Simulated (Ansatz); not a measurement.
# (ZnO)1(SiC)3 [0001] superlattice, started as wurtzite: from the cell to its phonons, part 2 of 2

Aim: the vibrations of (ZnO)1(SiC)3 [0001] superlattice, started as wurtzite, their spectra, and whether the structure is stable.

Ansatz 0.2.0; DFT PBEsol, scalar-relativistic, plane waves, PAW.

So far. Step 4 (Relaxing to small forces for the phonons): The largest force component left is 0.18 meV/Å and the pressure is 0.000 GPa, within the tolerances set. The cell now holds 11.24 Å³/atom. The relaxed cell has a = 3.136, c = 10.559 Å (conventional setting).

The structure was built from a prototype and need not be the compound's stable phase.

## (5) Linear response at the zone centre

The zone centre is the only wavevector solved here; it holds the modes that light can see, as far as symmetry allows. No field response is asked, since the mesh shows no gap.

Input file input.yaml:

```yaml
crystal:
  lattice:
    - [3.1360746989, 0.0, 0.0]
    - [-1.5680373494, 2.7159203574, 0.0]
    - [0.0, 0.0, 10.5585805582]
  atoms:
    - { symbol: C, position: [0.6666666667, 0.3333333333, 0.4407251487] }
    - { symbol: C, position: [0.3333333333, 0.6666666667, 0.6804485847] }
    - { symbol: C, position: [0.6666666667, 0.3333333333, 0.9189847723] }
    - { symbol: O, position: [0.3333333333, 0.6666666667, 0.2180123205] }
    - { symbol: Si, position: [0.6666666667, 0.3333333333, 0.2654798] }
    - { symbol: Si, position: [0.3333333333, 0.6666666667, 0.5040276791] }
    - { symbol: Si, position: [0.6666666667, 0.3333333333, 0.7437278325] }
    - { symbol: Zn, position: [0.3333333333, 0.6666666667, -0.0214061376] }
kpoints:
  mp_grid: { grid: [15, 15, 4] }
hamiltonian:
  xc: pbesol
scf:
  occupations: { method: methfessel_paxton, width: 0.2 }
output:
  eigenvalues: true
phonons:
  method: dfpt
```

On the command line:

```
> ansatz run input.yaml --threads 8 --pin off --max-ram 14336MiB --backend cpu --events-out ev --progress --plain --runs-dir out
```

Numbers of over 12 decimals in the logs are rounded to 6 here.

The log of the run:

```text
[...]
Crystal: 8 atoms, lattice volume = 89.931 Å³
Basis set: ecut = 420 eV, 1739 PW (Γ), exchange–correlation on 48×48×144 points (8 copies of the dense FFT grid, shifted against one another)
Bands: 29, of which v1, the nominal top of the filled ones, is band 21 counted from 1 (20 counted from 0)
Symmetry: 6 space group operations
k-points: 248 of 900 (irreducible under 2 space group operations, time reversal used)
[...]
SCF iter   1: F=—  HF=-6444.254601 eV  |F-HF|=—  |Δ(HF+E_count)|=         —  Δρ=1.45e-2  dr2=5.36e-1  ethr=1.77e-3  ⟨swp⟩=6.0  Hψ=36286  notcnv=0
[...]
SCF iter  16: F=-6444.182265 eV  HF=-6444.182265 eV  |F-HF|=1.82e-12  |Δ(HF+E_count)|=  7.28e-12  S|Δr|=    0.00e0  Δρ=2.80e-8  dr2=1.87e-12  ethr=1.00e-12  ⟨swp⟩=10.6  Hψ=39269  notcnv=0
SCF 1 converged in 16 iterations: F = -6444.182265 eV  dr2 = 1.87e-12
[...]
DFPT response loops at Γ: preconditioner auto → Kerker (q_TF=auto, 2.403 Å⁻¹) (partly filled bands, converged f_vac=0.000); β = 1.00, the filter's whole step (`scf.mixing.beta` (0.50) is not read by the response loops under this deck's `scf.mixing.preconditioner`; to damp them name `kerker` or `kerker_dos`, under which they read `scf.mixing.beta`, and type it under 1.00, their step now; both keys bind the ground state too); Broyden in place of MSR1
SCF converged after 16 iterations
[...]
Free energy (F): -6444.182265 eV
[...]
Internal energy: -6444.182843 eV  (E = F + TS)
E sigma→0 (E₀):  -6444.182410 eV
Entropy (-TS):   0.000577 eV (0.072 meV/atom)
Fermi energy:    9.874784 eV
[...]
--- Band table (eV; the first three rows and the last of 248) ---
  k-point 0: bands = [... 17 lower, 8.2233, 8.3670, 8.3670, 11.4467, 11.4467, 13.0668, 13.7885, 14.3339, ... 4 higher]
  k-point 1: bands = [... 17 lower, 8.3679, 8.3679, 8.5387, 11.4465, 11.4465, 13.0406, 13.6412, 14.3298, ... 4 higher]
  k-point 2: bands = [... 17 lower, 8.3687, 8.3687, 8.7502, 11.4466, 11.4466, 13.0044, 13.5244, 14.3259, ... 4 higher]
  k-point 247: bands = [... 17 lower, 5.6508, 6.6355, 7.7207, 8.4179, 10.9807, 11.7758, 13.1623, 13.4702, ... 4 higher]
--- Phonons (Γ-DFPT): 16 representative perturbations + reference, on 248 of 900 k-points (Σ response iterations 55) ---
  k mesh reduced under 2 symmetry operations, with k and −k counted as one. Each operation leaves every solved perturbation unchanged. A smaller set is not used because it would not reduce the number of displacements times k-points to solve
  ASR residual: 8.353e-5 → 0.000e0 eV/Å²; symmetrization residual: 8.401e-6 eV/Å²
  ASR residual per site (eV/Å²): 4.54e-5 2.90e-5 2.08e-5 5.04e-5 6.25e-5 6.19e-5 8.35e-5 1.58e-5
  Γ frequencies (cm⁻¹): 0.00 0.00 0.00 80.29 80.29 150.14 163.83 163.83 227.10 227.10 298.41 327.43 327.43 422.60 540.74 620.95 620.95 672.92 672.92 694.40 694.40 765.95 829.69 867.47
  non-analytic LO–TO correction: not included (Born effective charges unavailable; polar crystals: no LO–TO splitting at Γ)
```

Wall time 2.2 min (8 threads of Arm Neoverse V2, shared host); peak memory 2.6 GiB; 16 min of CPU time.

Reading the cycles: dr2 is the Hartree energy of the density residual (eV), the measure of convergence; HF is the Harris–Foulkes estimate of the energy, which meets the free energy F at convergence.

Numbers from this step:

```
sum-rule residual before enforcement                    : 8.35e-5 eV/Å²
point group                                             : 3m
highest optical mode at the zone centre (no LO-TO term) : 867.5 cm⁻¹
lowest optical zone-centre mode                         : 80.29 cm⁻¹
```

Patterns of degenerate modes are one choice out of their space. The modes at Γ (shares of kinetic energy by element, %):

| mode | frequency (cm⁻¹) | symmetry | C % | O % | Si % | Zn % |
| --- | --- | --- | --- | --- | --- | --- |
| 1 | 0.0 | acoustic | 18 | 8 | 42 | 32 |
| 2 | 0.0 | acoustic | 18 | 8 | 42 | 32 |
| 3 | 0.0 | acoustic | 18 | 8 | 42 | 32 |
| 4 | 80.3 | E | 11 | 12 | 31 | 45 |
| 5 | 80.3 | E | 11 | 12 | 31 | 45 |
| 6 | 150.1 | A1 | 6 | 11 | 22 | 61 |
| 7 | 163.8 | E | 17 | 11 | 64 | 8 |
| 8 | 163.8 | E | 17 | 11 | 64 | 8 |
| 9 | 227.1 | E | 22 | 4 | 73 | 1 |
| 10 | 227.1 | E | 22 | 4 | 73 | 1 |
| 11 | 298.4 | A1 | 16 | 27 | 51 | 6 |
| 12 | 327.4 | E | 0 | 65 | 35 | 0 |
| 13 | 327.4 | E | 0 | 65 | 35 | 0 |
| 14 | 422.6 | A1 | 16 | 42 | 41 | 0 |
| 15 | 540.7 | A1 | 11 | 11 | 78 | 0 |
| 16 | 621.0 | E | 87 | 0 | 0 | 13 |
| 17 | 621.0 | E | 87 | 0 | 0 | 13 |
| 18 | 672.9 | E | 73 | 0 | 27 | 0 |
| 19 | 672.9 | E | 73 | 0 | 27 | 0 |
| 20 | 694.4 | E | 71 | 0 | 29 | 0 |
| 21 | 694.4 | E | 71 | 0 | 29 | 0 |
| 22 | 766.0 | A1 | 76 | 1 | 24 | 0 |
| 23 | 829.7 | A1 | 75 | 0 | 25 | 0 |
| 24 | 867.5 | A1 | 82 | 0 | 18 | 0 |

Displacements in mode 4 (80.3 cm⁻¹), the largest set to 1:
```
C1  -0.05 -0.67  0.00
C2  -0.01 -0.10  0.00
C3   0.06  0.85  0.00
O4  -0.07 -0.96  0.00
Si5 -0.07 -1.00  0.00
Si6 -0.04 -0.60  0.00
Si7  0.00 -0.02  0.00
Zn8  0.06  0.92  0.00
```

Displacements in mode 16 (621.0 cm⁻¹), the largest set to 1:
```
C1   0.00  0.02  0.00
C2   0.00 -0.10  0.00
C3   0.02  1.00  0.00
O4   0.00  0.00  0.00
Si5  0.00  0.00  0.00
Si6  0.00 -0.01  0.00
Si7  0.00  0.00  0.00
Zn8  0.00 -0.17  0.00
```

Before it was imposed, the acoustic sum rule was missed by 8.4e-5 eV/Å². Small misses are needed for a sound result but don't prove that mesh and cutoff are converged. The lowest optical mode is real, 80.3 cm⁻¹.

## (6) Isotope substitution, element C, natural mass 12.011 amu

An isotope changes the mass and not the force constants, so no new electronic calculation is needed; the shifts show which modes move this element.

The same force constants with the mass of C changed from 12.011 to 13.003 u (phonopy, no LO-TO term). Both lists are sorted by frequency; levels can cross, so a row need not hold one and the same mode. Modes under 3 cm⁻¹ are left out. Isotope shifts, by row:

| q | rank | natural mass (cm⁻¹) | changed mass (cm⁻¹) |
| --- | --- | --- | --- |
| 0 0 0 | 4 | 80.29 | 79.91 |
| 0 0 0 | 5 | 80.29 | 79.91 |
| 0 0 0 | 6 | 150.1 | 149.8 |
| 0 0 0 | 7 | 163.8 | 162.7 |
| 0 0 0 | 8 | 163.8 | 162.7 |
| 0 0 0 | 9 | 227.1 | 225 |
| 0 0 0 | 10 | 227.1 | 225 |
| 0 0 0 | 11 | 298.4 | 296.4 |
| 0 0 0 | 12 | 327.4 | 327.4 |
| 0 0 0 | 13 | 327.4 | 327.4 |
| 0 0 0 | 14 | 422.6 | 419.7 |
| 0 0 0 | 15 | 540.7 | 538.2 |
| 0 0 0 | 16 | 621 | 600.1 |
| 0 0 0 | 17 | 621 | 600.1 |
| 0 0 0 | 18 | 672.9 | 653.9 |
| 0 0 0 | 19 | 672.9 | 653.9 |
| 0 0 0 | 20 | 694.4 | 675.2 |
| 0 0 0 | 21 | 694.4 | 675.2 |
| 0 0 0 | 22 | 766 | 743.4 |
| 0 0 0 | 23 | 829.7 | 805.7 |
| 0 0 0 | 24 | 867.5 | 840.3 |

A mode of this element alone would shift by -3.89 %. The highest zone-centre frequency without the field goes from 867.5 to 840.3 cm⁻¹ (-3.1 %). The product of the frequency ratios over all optical modes at Γ is 0.715; the product rule, (m/m′)^(3k/2) (M′/M)^(3/2) with k = 3 such atoms and M the mass of the cell, gives 0.715.

## (7) Another isotope, element O, natural mass 15.999 amu

The same for O, from 16.00 to 18.00 u.

A mode of this element alone would shift by -5.72 %. The highest zone-centre frequency without the field goes from 867.5 to 867.4 cm⁻¹ (-0.0 %). The product of the frequency ratios over all optical modes at Γ is 0.850; the product rule, (m/m′)^(3k/2) (M′/M)^(3/2) with k = 1 such atoms and M the mass of the cell, gives 0.851.

## (8) Isotope substitution, element Si, natural mass 28.085 amu

The same for Si, from 28.09 to 29.97 u.

A mode of this element alone would shift by -3.20 %. The highest zone-centre frequency without the field goes from 867.5 to 862.6 cm⁻¹ (-0.6 %). The product of the frequency ratios over all optical modes at Γ is 0.778; the product rule, (m/m′)^(3k/2) (M′/M)^(3/2) with k = 3 such atoms and M the mass of the cell, gives 0.778.

## (9) Another isotope, element Zn, natural mass 65.38 amu

The same for Zn, from 65.38 to 67.92 u.

The same force constants with the mass of Zn changed from 65.380 to 67.925 u (phonopy, no LO-TO term). Both lists are sorted by frequency; levels can cross, so a row need not hold one and the same mode. Modes under 3 cm⁻¹ are left out. Isotope shifts, by row:

| q | rank | natural mass (cm⁻¹) | changed mass (cm⁻¹) |
| --- | --- | --- | --- |
| 0 0 0 | 4 | 80.29 | 79.6 |
| 0 0 0 | 5 | 80.29 | 79.6 |
| 0 0 0 | 6 | 150.1 | 148.4 |
| 0 0 0 | 7 | 163.8 | 163.6 |
| 0 0 0 | 8 | 163.8 | 163.6 |
| 0 0 0 | 9 | 227.1 | 227.1 |
| 0 0 0 | 10 | 227.1 | 227.1 |
| 0 0 0 | 11 | 298.4 | 298.1 |
| 0 0 0 | 12 | 327.4 | 327.4 |
| 0 0 0 | 13 | 327.4 | 327.4 |
| 0 0 0 | 14 | 422.6 | 422.6 |
| 0 0 0 | 15 | 540.7 | 540.7 |
| 0 0 0 | 16 | 621 | 619.4 |
| 0 0 0 | 17 | 621 | 619.4 |
| 0 0 0 | 18 | 672.9 | 672.9 |
| 0 0 0 | 19 | 672.9 | 672.9 |
| 0 0 0 | 20 | 694.4 | 694.4 |
| 0 0 0 | 21 | 694.4 | 694.4 |
| 0 0 0 | 22 | 766 | 765.9 |
| 0 0 0 | 23 | 829.7 | 829.7 |
| 0 0 0 | 24 | 867.5 | 867.5 |

A mode of this element alone would shift by -1.89 %. The highest zone-centre frequency without the field goes from 867.5 to 867.5 cm⁻¹ (-0.0 %). The product of the frequency ratios over all optical modes at Γ is 0.962; the product rule, (m/m′)^(3k/2) (M′/M)^(3/2) with k = 1 such atoms and M the mass of the cell, gives 0.962.

## (10) Summary of results

```yaml
space_group_after_relaxation_within_0p01_a: P3m1
volume_per_atom: 11.2 Å³
electronic_character: no gap on this mesh
highest_optical_mode_at_the_zone_centre_no_lo_to_term: 867 cm⁻¹
lowest_optical_zone_centre_mode: 80.3 cm⁻¹
imaginary_modes_at_gamma_the_only_wavevector_solved: none
```

**Reading.** The structure is stable against zone-centre distortions, since no mode there is imaginary; other wavevectors were not solved, so zone-boundary instabilities are untested. The optical modes at Γ span 80 to 867 cm⁻¹. No dispersion was computed. The highest mode in this list at Γ, 867.5 cm⁻¹, is mostly motion of C (82 % of the kinetic energy). With no gap, or one that is small against the smearing, the frequencies hang on the k mesh and the smearing, most of all near Kohn anomalies. The starting cell was built on a prototype and not taken from a measurement, so the phase need not exist. These are harmonic frequencies at zero temperature: anharmonic shifts, linewidths and thermal expansion are left out.

[Logs are printed without paths, hosts, clocks, repeated set-up lines and the standing remarks that a program may print on its own settings, such as how far it seeks lower states.]

[Hosts, paths, dates, database ids (printed as entryN), source tags and the programs' standing remarks are cut or masked in the printed files.]
